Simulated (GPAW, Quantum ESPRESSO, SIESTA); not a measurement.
**Biaxial modulus and out-of-plane response of hcp Ti (PBE)**

How do stress, the free cell edge and energy of hcp Ti respond when two cell vectors are strained alike, as in a film clamped to a substrate?

Numbers are calculated unless marked as measured.

### 1. Set-up

The cell holds 2 atoms (2 Ti). Its first two vectors are changed by -4 to +4 % from typed lattice constants. At each strain the reference relaxes the third vector's length and the atoms, and all levels then solve that geometry.

### 2. One input

Quantum ESPRESSO 7.5: Kohn-Sham DFT, PBE, GBRV 1.5 ultrasoft pseudopotentials, plane waves. Its pw.in for the cell at +0 %:

```
&control
  calculation = 'scf'
  pseudo_dir = './pseudo'
  outdir = './tmp'
  disk_io = 'none'
  tprnfor = .true.
  tstress = .true.
/
&system
  ibrav = 0
  nat = 2
  ntyp = 1
  ecutwfc = 45
  ecutrho = 270
  occupations = 'smearing'
  smearing = 'fd'
  degauss = 0.007350
/
&electrons
  conv_thr = 1.0e-08
  electron_maxstep = 100
  mixing_beta = 0.3
  mixing_mode = 'plain'
  diagonalization = 'david'
/
ATOMIC_SPECIES
Ti 47.867 Ti.upf
CELL_PARAMETERS angstrom
2.94000 0.00000 0.00000
-1.47000 2.54611 0.00000
0.00000 0.00000 4.65154
ATOMIC_POSITIONS crystal
Ti 0.00000 0.00000 0.00000
Ti 0.33333 0.66667 0.50000
K_POINTS automatic
12 12 7 0 0 0
```

Wall time 26 s (2 MPI ranks of Intel Xeon Platinum 8488C (Sapphire Rapids), shared host); peak memory 0.21 GiB.

### 3. Programs and settings

| level | basis or training data | k-meshes | runs finished | CPU time | peak memory (GiB) |
| --- | --- | --- | --- | --- | --- |
| QE, PBE (reference) | plane waves, GBRV 1.5 ultrasoft, 45/270 Ry | 12×12×7 | 9 of 9 | 8.2 min | 0.21 |
| GPAW plane waves, PBE | plane waves, PAW, 650 eV | 12×12×7 | 9 of 9 | 25 min | 0.67 |
| SIESTA DZP, PBE | DZP orbitals, shift 0.01 Ry, mesh 400 Ry | 12×12×7 | 9 of 9 | 6.8 min | 0.39 |

CPU times are sums over a level's finished runs on a shared host, and rough.

### 4. The reference along the scan

Stress in GPa, compression positive; in-plane is the mean of xx and yy.

```tsv
strain (%)	first edge (Å)	third edge (Å)	volume (Å³/atom)	energy over the lowest row (meV/atom)	in-plane stress	stress zz	space group
-4	2.8224	4.8201	16.626	35.53	8.27	-0.06	P6_3/mmc
-3	2.8518	4.7742	16.813	19.80	6.23	0.04	P6_3/mmc
-2	2.8812	4.7318	17.009	8.68	4.05	-0.02	P6_3/mmc
-1	2.9106	4.6917	17.211	2.11	1.97	-0.01	P6_3/mmc
+0	2.9400	4.6515	17.410	0.00	-0.03	0.06	P6_3/mmc
+1	2.9694	4.6190	17.636	2.16	-2.00	-0.10	P6_3/mmc
+2	2.9988	4.5808	17.837	8.32	-3.73	-0.02	P6_3/mmc
+3	3.0282	4.5435	18.041	18.17	-5.32	-0.01	P6_3/mmc
+4	3.0576	4.5055	18.239	31.34	-6.72	0.01	P6_3/mmc
```

### 5. The other programs on the same cells

```tsv
strain (%)	E (meV/atom), GPAW plane waves, PBE	in-plane (GPa), GPAW plane waves, PBE	zz (GPa), GPAW plane waves, PBE	E (meV/atom), SIESTA DZP, PBE	in-plane (GPa), SIESTA DZP, PBE	zz (GPa), SIESTA DZP, PBE
-4	37.96	7.87	-0.57	17.90	5.49	-1.27
-3	21.53	5.72	-0.56	7.12	3.24	-1.25
-2	9.79	3.57	-0.58	1.17	1.13	-1.22
-1	2.64	1.47	-0.57	0.00	-0.95	-1.19
+0	0.00	-0.52	-0.47	3.11	-2.94	-1.08
+1	1.59	-2.50	-0.64	10.74	-4.88	-1.21
+2	7.20	-4.24	-0.56	22.11	-6.49	-1.21
+3	16.53	-5.84	-0.55	37.08	-8.21	-1.27
+4	29.27	-7.28	-0.55	55.21	-9.47	-1.39
```

Energies are counted from each level's lowest row.

By hand, between the rows at -1 and +0 %, which bracket zero stress: Δ ln(1 + ε) = 0.01005, the in-plane stress falls by 2.00 GPa and ln c changes by -0.00860, which give ratios of 199 GPa and -0.86. The values below come from parabolas through the four nearest rows.

### 6. Findings

The reference's in-plane stress vanishes at -0.02 % from the typed cell. At that point the biaxial modulus, the fall of stress per unit of strain, is 199 GPa, and the third edge shrinks by 0.77 % for each per cent of in-plane stretch, the ratio 2C13/C33 in linear elasticity. Slopes between neighbouring rows run unevenly (197, 213, 205, 199, 198, 175, 163, 145 GPa), so both figures hang on the rows used, and the k-mesh may be too coarse for this metal. On the same four cells GPAW plane waves, PBE gives a slope of 199 GPa at that strain, with in-plane stress -0.5 GPa from the reference's and -0.6 GPa left along z. On the same four cells SIESTA DZP, PBE gives a slope of 197 GPa at that strain, with in-plane stress -2.9 GPa from the reference's and -1.2 GPa left along z.

Caveats: The nuclei are static, without zero-point or thermal motion. SIESTA's automatically made basis is far from complete, and its potentials were converted by us (checked for H, C, O, Si, Ge and Ca alone). The DFT runs use Fermi–Dirac occupations of width 0.1 eV, and energies are free energies. The cell's angles are held, and no larger cell is allowed, so domains, twins, tilts of longer period and dislocations can't form.

[Long decimals in the printed logs are rounded to 6 places.]

[Logs are printed without paths, hosts, clocks, repeated set-up lines and the standing remarks that a program may print on its own settings, such as how far it seeks lower states.]

[Hosts, paths, dates, database ids (printed as entryN), source tags and the programs' standing remarks are cut or masked in the printed files.]
